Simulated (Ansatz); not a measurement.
# Na on Pd(111): change of the work function, part 2 of 2

How does one ordered layer of Na (fcc site) change the work function of Pd(111), and what dipole does each adsorbate carry?

Ansatz 0.2.0; plane-wave DFT, PBE, Ansatz PAW.

So far, work function, upper face (eV): step 2 (the clean slab) 5.27.

## Step 3: The covered slab

System of this step: Na/Pd(111). The cell holds 17 atoms: 16 Pd and 1 Na. Its edges and angles: a = 5.501 Å, b = 5.501 Å, c = 27.554 Å, α = 90.0°, β = 90.0°, γ = 60.0°. Vacuum lies along c.

The clean slab as it ended is repeated in the plane and the adsorbate is set on one face; the cell's size fixes the coverage, and the k-mesh shrinks with it to keep the sampling density about even. Adsorbate and upper layers relax, since the dipole depends on the height.

Contents of input.yaml:

```yaml
crystal:
  lattice:
    - [5.5012907577, 0.0, 0.0]
    - [2.7506453788, 4.7642575497, 0.0]
    - [0.0, 0.0, 27.5541563756]
  atoms:
    - { symbol: Pd, position: [0.0, 0.0, 0.3266294884] }
    - { symbol: Pd, position: [0.1666666667, 0.1666666667, 0.4081377921] }
    - { symbol: Pd, position: [0.3333333333, 0.3333333333, 0.4913917379] }
    - { symbol: Pd, position: [0.0, 0.0, 0.5749992897] }
    - { symbol: Pd, position: [0.0, 0.5, 0.3266294884] }
    - { symbol: Pd, position: [0.1666666667, 0.6666666667, 0.4081377921] }
    - { symbol: Pd, position: [0.3333333333, 0.8333333333, 0.4913917379] }
    - { symbol: Pd, position: [0.0, 0.5, 0.5749992897] }
    - { symbol: Pd, position: [0.5, 0.0, 0.3266294884] }
    - { symbol: Pd, position: [0.6666666667, 0.1666666667, 0.4081377921] }
    - { symbol: Pd, position: [0.8333333333, 0.3333333333, 0.4913917379] }
    - { symbol: Pd, position: [0.5, 0.0, 0.5749992897] }
    - { symbol: Pd, position: [0.5, 0.5, 0.3266294884] }
    - { symbol: Pd, position: [0.6666666667, 0.6666666667, 0.4081377921] }
    - { symbol: Pd, position: [0.8333333333, 0.8333333333, 0.4913917379] }
    - { symbol: Pd, position: [0.5, 0.5, 0.5749992897] }
    - { symbol: Na, position: [0.1666666667, 0.1666666667, 0.6733705116] }
kpoints:
  mp_grid: { grid: [6, 6, 1] }
hamiltonian:
  xc: pbe
scf:
  occupations: { method: fermi_dirac, width: 0.1 }
  convergence: { dr2_threshold: 1.0e-08 }
efield:
  axis: 3
  dipole_correction: true
  ramp_position: 0.97
  ramp_width: 0.06
relax:
  f_tol: 0.02
  max_steps: 60
  constraints: [{ sites: [0, 1, 4, 5, 8, 9, 12, 13] }]
output:
  dos: { projected: true, e_range: [-8, 4] }
  write_potential: true
  write_density: true
  volumetric_format: npy
  elf: true
```

Launch:

```sh
ansatz run input.yaml --threads 4 --pin off --max-ram 6144MiB --backend cpu --events-out ev --progress --plain --runs-dir out
```

Log:

```text
[...]
Crystal: 17 atoms, lattice volume = 722.182 Å³
Basis set: ecut = 420 eV, 14043 PW (Γ), exchange–correlation on 80×80×384 points (8 copies of the dense FFT grid, shifted against one another)
Bands: 179, of which v1, the nominal top of the filled ones, is band 149 counted from 1 (148 counted from 0)
Symmetry: 6 space group operations
[...]
k-points: 7 of 36 (time reversal used)
[...]
SCF iter   1: F=—  HF=-113049.163775 eV  |F-HF|=—  |Δ(HF+E_count)|=         —  Δρ=1.04e-2  dr2=8.97e0  ethr=1.77e-3  p=0.448 e·Å  D=1.12e-1 V/Å  ΔV_dip=-3.09 eV  dr2_dipole=2.10e0  V_vac-E_F(+/−)=1.76/4.86 eV  ⟨swp⟩=6.9  Hψ=4879  notcnv=0  defer=43
[...]
SCF iter  12: F=-113049.069917 eV  HF=-113049.069917 eV  |F-HF|=8.33e-8  |Δ(HF+E_count)|=   1.63e-7  Δρ=6.63e-7  dr2=5.14e-9  ethr=3.37e-12  p=0.484 e·Å  D=1.21e-1 V/Å  ΔV_dip=-3.34 eV  dr2_dipole=2.81e-10  V_vac-E_F(+/−)=1.91/5.25 eV  ⟨swp⟩=15.4  Hψ=9191  notcnv=0
SCF 1 converged in 12 iterations: F = -113049.069917 eV  dr2 = 5.14e-9
[...]
relax step   1: F+E_penalty+E_count = -113049.06991711 eV  Δ(F+E_penalty+E_count) = +0.000e0 eV  max|allowed force component| = 7.627e-1 eV/Å  Δτ_max = 0.0000 Å  (12 SCF iters, accepted)
[...]
SCF iter   1: F=—  HF=-113049.189264 eV  |F-HF|=—  |Δ(HF+E_count)|=         —  Δρ=2.91e-3  dr2=1.55e-1  ethr=3.82e-5  p=0.484 e·Å  D=1.21e-1 V/Å  ΔV_dip=-3.34 eV  dr2_dipole=2.49e-2  V_vac-E_F(+/−)=1.92/5.26 eV  ⟨swp⟩=1.7  Hψ=4070  notcnv=0  defer=86
[...]
eigensolver tolerance schedule calibrated: the retry pair's looser diagonalisation under-reported the residual by θ = 0.27 (0.14/decade); ethr = c·dr2/N_el runs at the constant in force after the calibration composes with the one it found (an armed cap, an earlier calibration), c = 5.2e-2
[...]
SCF iter   2: F=—  HF=-113049.187748 eV  |F-HF|=—  |Δ(HF+E_count)|=   1.52e-3  Δρ=1.97e-3  dr2=5.38e-2  ethr=2.70e-5  p=0.494 e·Å  D=1.24e-1 V/Å  ΔV_dip=-3.41 eV  dr2_dipole=5.77e-3  V_vac-E_F(+/−)=1.84/5.25 eV  ⟨swp⟩=2.0  Hψ=2058  notcnv=0  defer=86
[...]
SCF iter  12: F=-113049.176504 eV  HF=-113049.176504 eV  |F-HF|=1.64e-9  |Δ(HF+E_count)|=   8.88e-9  Δρ=5.33e-7  dr2=5.43e-9  ethr=1.74e-12  p=0.497 e·Å  D=1.24e-1 V/Å  ΔV_dip=-3.43 eV  dr2_dipole=1.50e-10  V_vac-E_F(+/−)=1.82/5.25 eV  ⟨swp⟩=11.3  Hψ=8160  notcnv=0
SCF 2 converged in 12 iterations: F = -113049.176504 eV  dr2 = 5.43e-9
relax step   2: F+E_penalty+E_count = -113049.17650444 eV  Δ(F+E_penalty+E_count) = -1.066e-1 eV  max|allowed force component| = 5.921e-1 eV/Å  Δτ_max = 0.1358 Å  (12 SCF iters, accepted)
SCF iter   1: F=—  HF=-113049.251167 eV  |F-HF|=—  |Δ(HF+E_count)|=         —  Δρ=2.51e-3  dr2=3.12e-1  ethr=7.84e-4  p=0.497 e·Å  D=1.24e-1 V/Å  ΔV_dip=-3.43 eV  dr2_dipole=9.14e-2  V_vac-E_F(+/−)=1.84/5.26 eV  ⟨swp⟩=5.0  Hψ=3095  notcnv=0  defer=85
[...]
SCF iter  12: F=-113049.250509 eV  HF=-113049.250509 eV  |F-HF|=3.06e-9  |Δ(HF+E_count)|=   1.30e-8  Δρ=3.13e-7  dr2=2.18e-9  ethr=3.37e-12  p=0.494 e·Å  D=1.24e-1 V/Å  ΔV_dip=-3.41 eV  dr2_dipole=3.68e-11  V_vac-E_F(+/−)=1.84/5.25 eV  ⟨swp⟩=13.1  Hψ=7867  notcnv=0
SCF 3 converged in 12 iterations: F = -113049.250509 eV  dr2 = 2.18e-9
relax step   3: F+E_penalty+E_count = -113049.25050948 eV  Δ(F+E_penalty+E_count) = -7.401e-2 eV  max|allowed force component| = 1.265e-1 eV/Å  Δτ_max = 0.1949 Å  (12 SCF iters, accepted)
[...]
relax step   4: F+E_penalty+E_count = -113049.25413170 eV  Δ(F+E_penalty+E_count) = -3.622e-3 eV  max|allowed force component| = 4.909e-2 eV/Å  Δτ_max = 0.0752 Å  (11 SCF iters, accepted)
SCF iter   1: F=—  HF=-113049.255410 eV  |F-HF|=—  |Δ(HF+E_count)|=         —  Δρ=7.31e-4  dr2=4.40e-3  ethr=1.35e-5  p=0.489 e·Å  D=1.23e-1 V/Å  ΔV_dip=-3.38 eV  dr2_dipole=8.85e-5  V_vac-E_F(+/−)=1.87/5.25 eV  ⟨swp⟩=3.0  Hψ=2782  notcnv=0  defer=91
[...]
SCF iter  10: F=-113049.255378 eV  HF=-113049.255378 eV  |F-HF|=2.14e-9  |Δ(HF+E_count)|=   1.30e-8  Δρ=3.03e-7  dr2=1.92e-9  ethr=3.37e-12  p=0.491 e·Å  D=1.23e-1 V/Å  ΔV_dip=-3.39 eV  dr2_dipole=1.37e-10  V_vac-E_F(+/−)=1.86/5.25 eV  ⟨swp⟩=11.9  Hψ=7735  notcnv=0
SCF 5 converged in 10 iterations: F = -113049.255378 eV  dr2 = 1.92e-9
relax step   5: F+E_penalty+E_count = -113049.25537764 eV  Δ(F+E_penalty+E_count) = -1.246e-3 eV  max|allowed force component| = 2.434e-3 eV/Å  Δτ_max = 0.0256 Å  (10 SCF iters, accepted)
NSCF: frozen V_eff on 7 k-points
[...]
SCF converged after 10 iterations
Free energy (F): -113049.255378 eV
[...]
Internal energy: -113048.212179 eV  (E = F + TS)
E sigma→0 (E₀):  -113048.733778 eV
Entropy (-TS):   -1.043199 eV (-61.365 meV/atom)
Fermi energy:    4.318125 eV
Dipole field:    D = 0.122982 V/Å  (p = 0.490824 e·Å, saw-weighted, corrected)
Work function:   Φ+ = 1.8619 eV   Φ− = 5.2506 eV
[...]
--- Forces (eV/Å), atoms counted from 1 ---
  atom   1  Pd     0.00224915     0.00129855    -0.30452766
  atom   2  Pd     0.00000000     0.00000000     0.34638386
  atom   3  Pd     0.00011514     0.00006647     0.00077851
  atom   4  Pd    -0.00069000    -0.00039837     0.00145900
  atom   5  Pd     0.00000000    -0.00259710    -0.30452766
  atom   6  Pd     0.02837174    -0.01638043     0.28599097
  atom   7  Pd     0.00000000    -0.00013295     0.00077851
  atom   8  Pd    -0.00000000     0.00079675     0.00145900
  atom   9  Pd    -0.00224915     0.00129855    -0.30452766
  atom  10  Pd    -0.00000000     0.03276086     0.28599097
  atom  11  Pd    -0.00011514     0.00006647     0.00077851
  atom  12  Pd     0.00069000    -0.00039837     0.00145900
  atom  13  Pd    -0.00000000    -0.00000000    -0.29897450
  atom  14  Pd    -0.02837174    -0.01638043     0.28599097
  atom  15  Pd    -0.00000000    -0.00000000    -0.00164850
  atom  16  Pd     0.00000000    -0.00000000     0.00070152
  atom  17  Na     0.00000000     0.00000000     0.00243399
  max |Σ_I F_I| component: 1.18e-6 eV/Å
--- Band table (eV; the first three rows and the last of 7) ---
  k-point 0: bands = [... 145 lower, 4.4857, 4.6359, 4.6436, 4.6436, 4.6621, 4.6621, 4.6644, 5.1566, ... 26 higher]
  k-point 1: bands = [... 145 lower, 4.3569, 4.3583, 4.4358, 4.4796, 4.4895, 4.5026, 4.6167, 5.0496, ... 26 higher]
  k-point 2: bands = [... 145 lower, 4.0782, 4.2013, 4.2312, 4.2638, 4.2765, 4.2864, 4.4711, 4.4802, ... 26 higher]
  k-point 6: bands = [... 145 lower, 4.0696, 4.0799, 4.0817, 4.1241, 4.1542, 4.1555, 4.1711, 4.1776, ... 26 higher]
--- Relaxed structure (5 steps of the walk, 5 accepted, 0 SCFs on fresh bases) ---
  F+E_penalty+E_count = -113049.25537764 eV   max|allowed force component| = 2.434e-3 eV/Å
  atoms:
    - { symbol: Pd, position: [-1.795949e-17, -1.795949e-17, 0.326629] }
    - { symbol: Pd, position: [0.166667, 0.166667, 0.408138] }
    - { symbol: Pd, position: [0.333886, 0.333886, 0.491953] }
    - { symbol: Pd, position: [-0.00174811, -0.00174811, 0.574927] }
    - { symbol: Pd, position: [0.0, 0.500000, 0.326629] }
    - { symbol: Pd, position: [0.166667, 0.666667, 0.408138] }
    - { symbol: Pd, position: [0.333886, 0.832227, 0.491953] }
    - { symbol: Pd, position: [-0.00174811, 0.503496, 0.574927] }
    - { symbol: Pd, position: [0.500000, -1.795949e-17, 0.326629] }
    - { symbol: Pd, position: [0.666667, 0.166667, 0.408138] }
    - { symbol: Pd, position: [0.832227, 0.333886, 0.491953] }
    - { symbol: Pd, position: [0.503496, -0.00174811, 0.574927] }
    - { symbol: Pd, position: [0.5, 0.500000, 0.326629] }
    - { symbol: Pd, position: [0.666667, 0.666667, 0.408138] }
    - { symbol: Pd, position: [0.833333, 0.833333, 0.490838] }
    - { symbol: Pd, position: [0.5, 0.500000, 0.578488] }
    - { symbol: Na, position: [0.166667, 0.166667, 0.659565] }
```

Run time: 2.6 min. Hardware: 4 threads of Arm Neoverse V1, shared host; peak memory 3 GiB.

Step by step:

```csv
step,energy less that of the first step (eV),largest force component (eV/Å)
1,0.0000,0.7627
2,-0.1066,0.5921
3,-0.1806,0.1265
4,-0.1842,0.0491
5,-0.1855,0.0024
```

The run keeps the 6 symmetry operations that the program found, so distortions that break them were not tested.

The atoms that moved most (Å):

```csv
atom,dx,dy,dz,length
Na17,0.000,0.000,-0.380,0.380
Pd16,0.000,0.000,0.096,0.096
Pd4,-0.014,-0.008,-0.002,0.017
Pd8,0.000,0.017,-0.002,0.017
Pd12,0.014,-0.008,-0.002,0.017
Pd11,-0.005,0.003,0.015,0.016
Pd3,0.005,0.003,0.015,0.016
Pd7,0.000,-0.005,0.015,0.016
```

Final coordinates:

```xyz
17
Lattice="5.5013 0.0000 0.0000 2.7506 4.7643 0.0000 0.0000 0.0000 27.5542" Properties=species:S:1:pos:R:3
Pd    0.0000    0.0000    9.0000
Pd    1.3753    0.7940   11.2459
Pd    2.7552    1.5907   13.5553
Pd   -0.0144   -0.0083   15.8416
Pd    1.3753    2.3821    9.0000
Pd    2.7506    3.1762   11.2459
Pd    4.1260    3.9649   13.5553
Pd    1.3753    2.3988   15.8416
Pd    2.7506    0.0000    9.0000
Pd    4.1260    0.7940   11.2459
Pd    5.4967    1.5907   13.5553
Pd    2.7651   -0.0083   15.8416
Pd    4.1260    2.3821    9.0000
Pd    5.5013    3.1762   11.2459
Pd    6.8766    3.9702   13.5246
Pd    4.1260    2.3821   15.9397
Na    1.3753    0.7940   18.1738
```

Read from the output:

* energy at zero smearing: -113048.7338 eV
* work function, upper face: 1.862 eV
* work function, lower face: 5.251 eV
* dipole along the normal: 0.4908 e·Å
* step between the vacuum levels: -3.389 eV

Running mean over 2.246 Å of the planar mean; the ramp of the sawtooth is left out. Table of electron's electrostatic potential energy less the Fermi level by z:

```csv
z (Å),electron's electrostatic potential energy less the Fermi level (eV)
4,5.25
5,5.25
6,5.20
7,4.39
8,-3.11
9,-8.25
10,-8.48
11,-8.55
12,-8.18
13,-8.29
14,-8.25
15,-7.83
16,-8.12
17,-3.07
18,1.13
19,0.856
20,1.67
21,1.82
22,1.85
23,1.86
24,1.86
```

The density of states has structure finer than the step of the table below, so its rows give means over 0.25 eV. Peaks (eV: height): -3.520: 56.3, -2.470: 77.3, -2.380: 65.2, -2.260: 65.4, -1.650: 53.5, -0.930: 52.9, -0.150: 77.1.

Density of states against energy, zero at the Fermi level; means over each step:

```
energy (eV)  density of states (states/eV a cell)
      -6.75                                     0
      -6.50                                 0.521
      -6.25                                 0.951
      -6.00                                  1.06
      -5.75                                  1.12
      -5.50                                  1.85
      -5.25                                  3.11
      -5.00                                  5.36
      -4.75                                  19.3
      -4.50                                  28.2
      -4.25                                  36.8
      -4.00                                  27.4
      -3.75                                  29.5
      -3.50                                  24.1
      -3.25                                  23.6
      -3.00                                  26.4
      -2.75                                  35.2
      -2.50                                  42.9
      -2.25                                  44.5
      -2.00                                  35.9
      -1.75                                  27.8
      -1.50                                  33.7
      -1.25                                  26.0
      -1.00                                  37.8
      -0.75                                  39.4
      -0.50                                  29.4
      -0.25                                  48.0
       0.00                                  33.8
       0.25                                  10.8
       0.50                                  4.99
       0.75                                  3.88
       1.00                                  5.16
       1.25                                  7.95
       1.50                                  5.45
       1.75                                  4.20
```

Projected DOS per atom over height of the atomic layer and energy from the Fermi level. Layers: Pd4 Pd4 Pd4 Pd4 Na from below.

Ten even steps from '0' (0.00 states/eV) to '9' (2.85 states/eV), each cell a mean:
```
00001
00001
00001
10011
78850
76670
95690
75670
74481
99890
67670
44550
55660
58750
27620
01100
00000
00000
00000
00000
00000
00000
```
Columns: height of the atomic layer (Å) from 9 to 18.2; rows upwards: energy from the Fermi level (eV) from -7.96 to 1.95.

ELF in the ca plane at fractional y = 0.167, with atoms of Pd and Na within 0.2 Å of it. It is the smooth field of the valence electrons, not physical close to the nuclei.

Ten even steps from '0' (0.00) to '9' (0.58), each cell a mean:
```
75333333333576433466544200000011100000000000
65333333333576433466543321000111000000000000
44334676433454333344433332211110000000000000
33336888633333322333333322111100000000000000
33337857733333222333333222111000000000000000
33337868733333222333333222111000000000000000
43335888533333322334333322211100000000000000
65333444333465433456533332111111000000000000
76333333333676433467544310000011100000000000
64333444333465433455443101100011100000000000
33335888533343322333342168840001110000000000
33337868733333222333441497981001210000000000
33337857733333222333441585892001210000000000
33336888633333322333341289961001110000000000
54333666433344333344443025410001110000000000
```
Columns run along c (16.0 Å, from fractional 0.33 to 0.91 of the cell), rows up along a (5.5 Å). Atoms in or near the plane, at fractional coordinates: Pd at (0.41, 0.17), Pd at (0.41, 0.67), Na at (0.66, 0.17).

Electrostatic potential energy in the ca plane at fractional y = 0.167, with atoms of Pd and Na within 0.2 Å of it. With pseudopotentials it is smooth inside the atoms' cores, unlike the true potential.

Values in eV, 8 rows by 16 columns, each cell a mean:
```
-10   5   3   5 -14   0  -7  -5   7   5   6   7   7   7   7   7
  0  -3 -23   3  -2   4   2   3   8   8   7   7   7   7   7   7
  6 -16 -42  -4   6   8   7   7   8   8   7   7   7   7   7   7
  0  -4 -25   2   0   5   2   3   8   8   7   7   7   7   7   7
-10   5   3   5 -14   0  -7  -5   7   5   6   7   7   7   7   7
  0  -3 -23   3  -2   5   2   3   2 -10   4   6   7   7   7   7
  6 -16 -42  -3   6   8   7   7  -9 -37   2   6   7   7   7   7
  0  -4 -25   2   0   5   2   3   1 -12   3   6   7   7   7   7
```
Columns run along c (16.0 Å, from fractional 0.33 to 0.91 of the cell; values clipped at the 3rd and 97th percentile), rows up along a (5.5 Å). Atoms in or near the plane, at fractional coordinates: Pd at (0.41, 0.17), Pd at (0.41, 0.67), Na at (0.66, 0.17).

Valence density in the ca plane at fractional y = 0.167, with atoms of Pd and Na within 0.2 Å of it. It is the smooth field of the valence electrons, not physical close to the nuclei.

Ten steps, logarithmic in the rise over the least value, from '0' (0 e/Å³) to '9' (16 e/Å³), each cell a mean:
```
54211222112454322345421000000000000000000000
54211222112455322345321000000000000000000000
33223454322333211233211000000000000000000000
22125787521222111122210000000000000000000000
11136898631111111111110000000000000000000000
21125898621121111122110000000000000000000000
32224676421222211233210000000000000000000000
43212333212344322344321000000000000000000000
54211222112455322355421000000000000000000000
43212333212344322344321001000000000000000000
32224676421232211222211145410000000000000000
21125898621121111111111379830000000000000000
11136898631111111111111389840000000000000000
22225787521222111122211267620000000000000000
43222454322233211233311112100000000000000000
```
Columns run along c (16.0 Å, from fractional 0.33 to 0.91 of the cell), rows up along a (5.5 Å). Atoms in or near the plane, at fractional coordinates: Pd at (0.41, 0.17), Pd at (0.41, 0.67), Na at (0.66, 0.17).

The relaxation took 5 steps and lowered the energy by 0.19 eV; the largest force on the free atoms ends at 0.0024 eV/Å.

By hand: a sheet of dipoles makes a step −p/(ε₀A) in the electron's potential. With e/ε₀ = 180.95 V·Å, p = 0.4908 e·Å and A = 26.21 Å², that is −180.95 × (0.4908) / 26.21 = -3.389 eV, and the two vacuum levels of the run differ by -3.389 eV.

The covered face has 1.86 eV, -3.41 eV against the clean one; the bare back face has moved by +0.00 eV, a measure of how thin the slab is.

## Step 4: Work function against coverage

This step: plane-wave DFT, PBE, Ansatz PAW; work function against coverage (Ansatz 0.2.0).

The runs are now put side by side.

This step gave:

```yaml
work_function_of_the_clean_face: 5.268 eV
largest_change_of_the_work_function: -3.406 eV
```

The work function of the covered face by coverage:

| coverage (adsorbates/nm²) | work function of the covered face (eV) |
| --- | --- |
| 0.00 | 5.27 |
| 3.82 | 1.86 |

The dipole per adsorbate comes from the change of the cell's dipole. Coverage, by row:

| coverage (1/nm²) | coverage (ML) | work function (eV) | change (eV) | dipole per adsorbate, positive end outwards (debye) | mean height of the added atoms over the highest substrate atom (Å) |
| --- | --- | --- | --- | --- | --- |
| 3.815 | 0.25 | 1.862 | -3.406 | 2.371 | 2.234 |

## Step 5: Results

```
work function of the clean face                        : 5.27 eV
work function at 0.25 ML                               : 1.86 eV
dipole per adsorbate at 0.25 ML, positive end outwards : 2.37 D
```

**Reading.** Na lowers the work function of Pd(111) at the lowest coverage, by 3.41 eV: the adsorbate layer has its positive end outwards. One coverage alone was completed, so no trend follows. The slab has 4 layers, at the tabulated experimental lattice constant, one starting site was run, and quantum-size effects of a slab this thin can reach one or two tenths of an eV.

[Long decimals in the printed logs are rounded to 6 places.]

[Logs are printed without paths, hosts, clocks, repeated set-up lines and the standing remarks that a program may print on its own settings, such as how far it seeks lower states.]

[Hosts, paths, dates, database ids (printed as entryN), source tags and the programs' standing remarks are cut or masked in the printed files.]

[Maps of the electrostatic potential energy from Ansatz leave out the sawtooth potential of an applied field or a dipole correction, so their vacuum need not be flat; planar profiles and work functions include it.]
